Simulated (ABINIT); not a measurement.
**Quasiparticle gap of CsAsF6 (R-3) in ABINIT**

How does a plane-wave GW calculation on CsAsF6 (R-3) run from the first input to the gap?

Program: ABINIT 10.8.3. Level of theory: PBEsol and many-body steps on it, plane waves. Values are calculated unless marked as measured.

This is a report of a sequence of runs, with the program logs left out and the cost of each run kept.

### Step 1. The structure

It takes space group R-3 (No. 148, trigonal). The conventional cell has a = 7.712 Å, b = 7.712 Å, c = 7.866 Å, α = 90.00°, β = 90.00°, γ = 120.00°. Cs has 12 F at 3.10 to 3.24 Å nearest. As has 6 F at 1.75 Å nearest. Nearest to F lie 1 As at 1.75 Å and 2 Cs at 3.10 to 3.24 Å. Farther neighbours, and contacts between anions beyond the nearest, are not listed.

The cell and positions are those that the Materials Project relaxed with its own functionals (PBE, PBE+U or r2SCAN), kept fixed.

### Step 2. Ground state

This step: ABINIT 10.8.3; DFT, PBEsol, plane waves, norm-conserving pseudopotentials.

The ground-state density comes first.

File run.abi:

```
acell 3*1.0 Angstrom
rprim 
  3.855859826403 2.226181708716 2.622049894613
  -3.855859826403 2.226181708716 2.622049894613
  -0.000000000000 -4.452363417478 2.622049894574
ntypat 3
znucl 55 33 9
natom 8
typat 1 2 3 3 3 3 3 3
xred 
  0.500000000000 0.500000000000 0.500000000000
  -0.000000000000 -0.000000000000 -0.000000000000
  0.189597360000 0.275478300000 0.922344570000
  0.275478300000 0.922344570000 0.189597360000
  0.077655430000 0.810402640000 0.724521700000
  0.724521700000 0.077655430000 0.810402640000
  0.810402640000 0.724521700000 0.077655430000
  0.922344570000 0.189597360000 0.275478300000
pp_dirpath "pseudos"
pseudos "Cs.upf, As.upf, F.upf"
ecut 44
ngkpt 4 4 4
nshiftk 1
shiftk 0 0 0
kptopt 1
chksymbreak 0
nband 45
occopt 1
tolvrs 1e-10
nstep 60
prtwf 0
optforces 0
optstress 0
indata_prefix "in"
outdata_prefix "out"
tmpdata_prefix "tmp"
```

The run is started by

```sh
OMP_NUM_THREADS=1 mpirun -n 4 abinit run.abi > log
```

Wall time 2.1 min (4 MPI ranks of Arm Neoverse V2, shared host); peak memory 0.57 GiB; 8.6 min of CPU time.

Numbers from this step:

* total energy: -12953.4823 eV
* gap: 5.678 eV
* k of the valence top: 0, 0, 0
* k of the conduction bottom: 0, 0, 0
* least direct gap: 5.678 eV

The gap is direct, at Γ.

### Step 3. Empty states on the mesh, 2×2×2 mesh, 178 bands

The sums over transitions need many empty states on a uniform mesh; this step solves for them.

run.abi: that of step 2 with these lines changed.

```diff
@@ -21,3 +21,3 @@
 ecut 44
-ngkpt 4 4 4
+ngkpt 2 2 2
 nshiftk 1
@@ -26,9 +26,10 @@
 chksymbreak 0
-nband 45
-occopt 1
-tolvrs 1e-10
+iscf -2
+irdden 1
+istwfk *1
+nband 178
+nbdbuf 16
+tolwfr 1e-09
 nstep 60
-prtwf 0
-optforces 0
-optstress 0
+prtvol 0
 indata_prefix "in"
```

Elapsed: 80 s, on 4 MPI ranks; peak memory 0.54 GiB.

Numbers from this step:

```yaml
gap: 5.678 eV
k_of_the_valence_top: 0, 0, 0
k_of_the_conduction_bottom: 0, 0, 0
least_direct_gap: 5.678 eV
k_points_computed: 4
lowest_point_of_the_top_converged_band_above_the_valence_top: 53.4138 eV
```

On this mesh the gap is 5.678 eV.

### Step 4. Screening, 2×2×2 mesh, 162 bands, screening to 130.6 eV

The RPA dielectric matrix is built and inverted for each q.

This step: RPA screening on PBEsol, plane waves, norm-conserving pseudopotentials.

run.abi: that of step 3 with these lines changed.

```diff
@@ -26,10 +26,11 @@
 chksymbreak 0
-iscf -2
-irdden 1
 istwfk *1
-nband 178
-nbdbuf 16
-tolwfr 1e-09
-nstep 60
-prtvol 0
+occopt 1
+irdwfk 1
+optdriver 3
+nband 162
+ecuteps 4.8
+inclvkb 2
+awtr 1
+symchi 1
 indata_prefix "in"
```

Run time: 81 s. Hardware: 4 MPI ranks; peak memory 2.3 GiB.

Read from the output:

* ε∞ with local fields, on this mesh: 2.015
* ε∞ without local fields, on this mesh: 2.285
* plasma frequency: 27.49 eV
* plane waves in the screening matrix: 455

Local fields lower ε∞ by 12 %. On a Γ-centred mesh this coarse the value itself is usually too large, while a short band sum pulls it down.

### Step 5. Self-energy, 2×2×2 mesh, 162 bands, screening to 130.6 eV

The self-energy is evaluated for the states that the input lists, and the quasiparticle equation is solved.

This step: G0W0 on PBEsol, plane waves, norm-conserving pseudopotentials.

run.abi: that of step 4 with these lines changed.

```diff
@@ -29,8 +29,15 @@
 irdwfk 1
-optdriver 3
+optdriver 4
 nband 162
+gwcalctyp 0
+ecutsigx 44
+symsigma 1
+nkptgw 1
+kptgw 
+  0.0000000000 0.0000000000 0.0000000000
+bdgw 
+  35 39
 ecuteps 4.8
-inclvkb 2
-awtr 1
-symchi 1
+irdscr 1
+ppmodel 1
 indata_prefix "in"
```

Wall time 11 s (4 MPI ranks); peak memory 1.4 GiB.

Read from the output:

```yaml
g0w0_gap_on_the_mesh: 10.41 eV
starting_gap_on_the_mesh: 5.678 eV
k_of_the_valence_top: 0, 0, 0
k_of_the_conduction_bottom: 0, 0, 0
z_at_the_valence_top: 0.814
z_at_the_conduction_bottom: 0.866
least_direct_g0w0_gap_on_the_computed_points: 10.41 eV
```

The gap on the mesh goes from 5.68 eV to 10.41 eV, a correction of +4.73 eV.

Limits: finite bands, cutoff and mesh; no spin-orbit coupling; coarse k mesh. v1 is the top filled band, c1 the lowest empty one. Levels before and after the correction, in eV, zero at the valence-band top of each column:

```
           conduction bottom  valence top
Kohn-Sham               5.68         0.00
     G0W0              10.41         0.00
```

|  | level | energy (eV) |
| --- | --- | --- |
| Kohn-Sham | Γ v3-v2 | -0.253 |
| Kohn-Sham | Γ v1 | 0.000 |
| Kohn-Sham | Γ c1 | 5.678 |
| Kohn-Sham | Γ c2 | 9.811 |
| G0W0 | Γ v3-v2 | -0.287 |
| G0W0 | Γ v1 | 0.000 |
| G0W0 | Γ c1 | 10.411 |
| G0W0 | Γ c2 | 13.922 |

### Step 6. Where the time went

Times are wall times on 4 MPI ranks of Arm Neoverse V2, shared host, good to a factor of about two.

```csv
step,time,share,memory (GiB)
ground state,2.1 min,43 %,0.57
empty states on the mesh,80 s,27 %,0.54
screening,81 s,27 %,2.3
self-energy,11 s,4 %,1.4
```

### Step 7. Outcome

```yaml
pbesol_gap: 5.68 eV, direct
g0w0_gap_on_the_mesh: 10.41 eV
gw_settings: 2×2×2 mesh, 162 bands, screening to 130.6 eV, Godby-Needs plasmon pole
known_limits: short of the basis limit; no spin-orbit coupling; coarse k mesh
```

G0W0 moves the gap on the mesh from 5.68 eV to 10.41 eV (+4.73 eV), with Z of 0.81 and 0.87 at the edges. Local fields lower the RPA ε∞ on this mesh from 2.29 to 2.02; a Γ-centred mesh this coarse tends to raise both, most where the direct gap is narrow, while a short band sum lowers them. The dearest step here is «ground state». Bands and cutoff are finite, so the gap stands short of the basis limit, usually by up to a few tenths of an eV; the mesh is an error of its own. The 2×2×2 mesh is coarse for this cell, which bears on the long-range parts of exchange and screening. The many-body steps are scalar-relativistic: spin-orbit coupling is not in them.

[Long decimals in the printed logs are rounded to 6 places.]

[Logs are printed without paths, hosts, clocks, repeated set-up lines and the standing remarks that a program may print on its own settings, such as how far it seeks lower states.]

[Paths, hosts, dates, memory and timing lines, banners, echoed tables and standing remarks are left out of the program output; an Ansatz launch command may be rebuilt from the run's recorded settings. Measured values are a selection of at most five: reports struck by readers or far from the other reports are left out. None is set beside runs whose start may be inverted or whose files or cutoffs have a known fault.]

[Runs of the session that timed out or met a known fault of the program may be left out.]

[Hosts, paths, dates, database ids (printed as entryN), source tags and the programs' standing remarks are cut or masked in the printed files.]

[G0W0 gaps are taken among the corrected bands and points alone; a level outside them can change the order at an edge.]

[Where Ansatz stands beside ABINIT at settings called matched, ABINIT's density can come from a denser mesh and the files from another edition; pairs whose starting gaps differed by over 0.03 eV were left out, so agreement reads better than it is.]
